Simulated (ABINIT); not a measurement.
# KF (Carobbiite): G0W0 in ABINIT against the screening cutoff in the self-energy, part 2 of 2

How does the gap of KF (Carobbiite) converge in the screening cutoff in the self-energy?

ABINIT 10.8.3; LDA and many-body steps on it, plane waves. Known limits of the many-body steps: not at the basis limit; coarse k mesh.

So far. Step 2 (Screening, 4×4×4 mesh, 94 bands, screening to 176.9 eV): Local fields lower ε∞ by 10 %. On a Γ-centred mesh this coarse the value itself is usually too large, while a short band sum pulls it down. Step 5 (2.3 Ha): The gap on the mesh goes from 5.82 eV to 10.22 eV, a correction of +4.40 eV.

## Step 6: 3.2 Ha

Level of this step: G0W0 on LDA, plane waves, norm-conserving pseudopotentials (ABINIT).

The input, run.abi:

```
acell 3*1.0 Angstrom
rprim 
  -0.000000000000 2.671850000000 2.671850000000
  2.671850000000 -0.000000000000 2.671850000000
  2.671850000000 2.671850000000 0.000000000000
ntypat 2
znucl 19 9
natom 2
typat 1 2
xred 
  0.000000000000 0.000000000000 0.000000000000
  0.500000000000 0.500000000000 0.500000000000
pp_dirpath "pseudos"
pseudos "K.upf, F.upf"
ecut 36
ngkpt 4 4 4
nshiftk 1
shiftk 0 0 0
kptopt 1
chksymbreak 0
istwfk *1
occopt 1
irdwfk 1
optdriver 4
nband 94
gwcalctyp 0
ecutsigx 36
symsigma 1
nkptgw 1
kptgw 
  0.0000000000 0.0000000000 0.0000000000
bdgw 
  6 12
ecuteps 3.2
irdscr 1
ppmodel 1
indata_prefix "in"
outdata_prefix "out"
tmpdata_prefix "tmp"
```

The run is started by

```console
$ OMP_NUM_THREADS=1 mpirun -n 4 abinit run.abi > log
```

What it wrote:

```text
.Version 10.8.3 of ABINIT. v10.8.2 released Aug 2026.

 Symmetries : space group Fm -3 m (#225); Bravais cF (face-center cubic)
[... echo of the input left out ...]
== DATASET  1 ==================================================================
-   mpi_nproc: 4, omp_nthreads: 1 (-1 if OMP is not activated)

--- !DatasetInfo
iteration_state: {dtset: 1, }
dimensions: {natom: 2, nkpt: 8, mband: 94, nsppol: 1, nspinor: 1, nspden: 1, mpw: 2685, }
cutoff_energies: {ecut:  36.0, pawecutdg:  -1.0, }
[...]
10  10.239 -11.047  -4.836  -3.096   0.891  -0.123  -8.273   2.773  13.012
       11  10.239 -11.047  -4.836  -3.096   0.891  -0.123  -8.273   2.773  13.012
       12  10.239 -11.047  -4.836  -3.096   0.891  -0.123  -8.273   2.773  13.012

== END DATASET(S) ==============================================================
================================================================================

 -outvars: echo values of variables after computation  --------
           etotal      0.0000000000E+00
            nband          94
             nkpt           8
          spgroup         225
 [... the other variables as echoed above ...]

 Calculation completed.
```

The job ended after 2.9 s (4 MPI ranks of Arm Neoverse V1, shared host; peak memory 0.14 GiB).

Numbers from this step:

| Property | Result |
| --- | --- |
| G0W0 gap on the points computed | 10.07 eV |
| starting gap on the mesh | 5.821 eV |
| k of the valence top | 0, 0, 0 |
| k of the conduction bottom | 0, 0, 0 |
| least direct G0W0 gap on the computed points | 10.07 eV |

Against the run before, the gap moves by −0.151 eV.

## Step 7: 4.9 Ha

run.abi, as its differences from that of step 6:

```diff
@@ -33,3 +33,3 @@
   6 12
-ecuteps 3.2
+ecuteps 4.9
 irdscr 1
```

What it wrote:

```text
.Version 10.8.3 of ABINIT. v10.8.2 released Aug 2026.

 Symmetries : space group Fm -3 m (#225); Bravais cF (face-center cubic)
[... echo of the input left out ...]
== DATASET  1 ==================================================================
-   mpi_nproc: 4, omp_nthreads: 1 (-1 if OMP is not activated)

--- !DatasetInfo
iteration_state: {dtset: 1, }
dimensions: {natom: 2, nkpt: 8, mband: 94, nsppol: 1, nspinor: 1, nspden: 1, mpw: 2685, }
cutoff_energies: {ecut:  36.0, pawecutdg:  -1.0, }
[...]
10  10.239 -11.047  -4.836  -3.089   0.889  -0.125  -8.271   2.775  13.014
       11  10.239 -11.047  -4.836  -3.089   0.889  -0.125  -8.271   2.775  13.014
       12  10.239 -11.047  -4.836  -3.089   0.889  -0.125  -8.271   2.775  13.014

== END DATASET(S) ==============================================================
================================================================================

 -outvars: echo values of variables after computation  --------
           etotal      0.0000000000E+00
            nband          94
             nkpt           8
          spgroup         225
 [... the other variables as echoed above ...]

 Calculation completed.
```

It took 4 s on 4 MPI ranks; peak memory 0.5 GiB; 16 s of CPU time.

Numbers from this step:

| Quantity | Value |
| --- | --- |
| G0W0 gap on the points computed | 9.86 eV |
| starting gap on the mesh | 5.821 eV |
| k of the valence top | 0, 0, 0 |
| k of the conduction bottom | 0, 0, 0 |
| least direct G0W0 gap on the computed points | 9.86 eV |

Against the run before, the gap moves by −0.211 eV.

## Step 8: 6.5 Ha

run.abi, as its differences from that of step 7:

```diff
@@ -33,3 +33,3 @@
   6 12
-ecuteps 4.9
+ecuteps 6.5
 irdscr 1
```

What it wrote:

```text
.Version 10.8.3 of ABINIT. v10.8.2 released Aug 2026.

 Symmetries : space group Fm -3 m (#225); Bravais cF (face-center cubic)
[... echo of the input left out ...]
== DATASET  1 ==================================================================
-   mpi_nproc: 4, omp_nthreads: 1 (-1 if OMP is not activated)

--- !DatasetInfo
iteration_state: {dtset: 1, }
dimensions: {natom: 2, nkpt: 8, mband: 94, nsppol: 1, nspinor: 1, nspden: 1, mpw: 2685, }
cutoff_energies: {ecut:  36.0, pawecutdg:  -1.0, }
[...]
10  10.239 -11.047  -4.836  -3.084   0.889  -0.125  -8.268   2.778  13.017
       11  10.239 -11.047  -4.836  -3.084   0.889  -0.125  -8.268   2.778  13.017
       12  10.239 -11.047  -4.836  -3.084   0.889  -0.125  -8.268   2.778  13.017

== END DATASET(S) ==============================================================
================================================================================

 -outvars: echo values of variables after computation  --------
           etotal      0.0000000000E+00
            nband          94
             nkpt           8
          spgroup         225
 [... the other variables as echoed above ...]

 Calculation completed.
```

The job ended after 4.8 s (4 MPI ranks; peak memory 0.5 GiB).

This step gave:

* G0W0 gap on the points computed: 9.815 eV
* starting gap on the mesh: 5.821 eV
* k of the valence top: 0, 0, 0
* k of the conduction bottom: 0, 0, 0
* least direct G0W0 gap on the computed points: 9.815 eV

Against the run before, the gap moves by −0.045 eV.

## Step 9: Side by side

Times are wall times on 4 MPI ranks of Arm Neoverse V1, shared host, good to a factor of about two. A run's time includes the screening step that it read.

```
   run   mesh  bands  screening cutoff (eV)  DFT gap (eV)  gap on the mesh (eV)  direct (eV)  ε∞ used  time
0.7 Ha  4×4×4     94                     19         5.821                12.064       12.064     1.95  17 s
1.3 Ha  4×4×4     94                   35.4         5.821                11.257       11.257     1.95  17 s
2.3 Ha  4×4×4     94                   62.6         5.821                10.222       10.222     1.95  18 s
3.2 Ha  4×4×4     94                   87.1         5.821                10.071       10.071     1.95  18 s
4.9 Ha  4×4×4     94                  133.3         5.821                 9.860        9.860     1.95  19 s
6.5 Ha  4×4×4     94                  176.9         5.821                 9.815        9.815     1.95  19 s
```

## Step 10: Results

* 0.7 Ha: 12.064 eV
* 1.3 Ha: 11.257 eV
* 2.3 Ha: 10.222 eV
* 3.2 Ha: 10.071 eV
* 4.9 Ha: 9.860 eV
* 6.5 Ha: 9.815 eV
* known limits: not at the basis limit; coarse k mesh

The setting moved: screening cutoff in the self-energy. From 0.7 Ha to 6.5 Ha the gap moves by −2.25 eV. The last step still moves it by −0.045 eV. Bands and screening cutoff are coupled, so a series along one setting does not show full convergence. Bands and cutoff are finite, so the gap is not at the basis limit. The miss can reach some tenths of an eV and take either sign; the mesh is an error of its own. In the first G0W0 run levels were corrected at 1 k point alone, so a gap called «on the mesh» is the least over those, and an edge elsewhere would be missed. The 4×4×4 mesh is coarse for this cell, which bears on the long-range parts of exchange and screening.

[Paths, hosts, dates, memory and timing lines, banners, echoed tables and standing remarks are left out of the program output.]

[Logs are printed without paths, hosts, clocks, repeated set-up lines and the standing remarks that a program may print on its own settings, such as how far it seeks lower states.]

[Runs of the session that timed out or met a known fault of the program may be left out.]

[No measured gap is set beside runs whose start may be inverted or whose files or cutoffs have a known fault.]

[Hosts, paths, dates, database ids (printed as entryN), source tags and the programs' standing remarks are cut or masked in the printed files.]

[G0W0 gaps are taken among the corrected bands and points alone; a level outside them can change the order at an edge.]

[Where Ansatz stands beside ABINIT at settings called matched, ABINIT's density can come from a denser mesh and the files from another edition; pairs whose starting gaps differed by over 0.03 eV were left out, so agreement reads better than it is.]
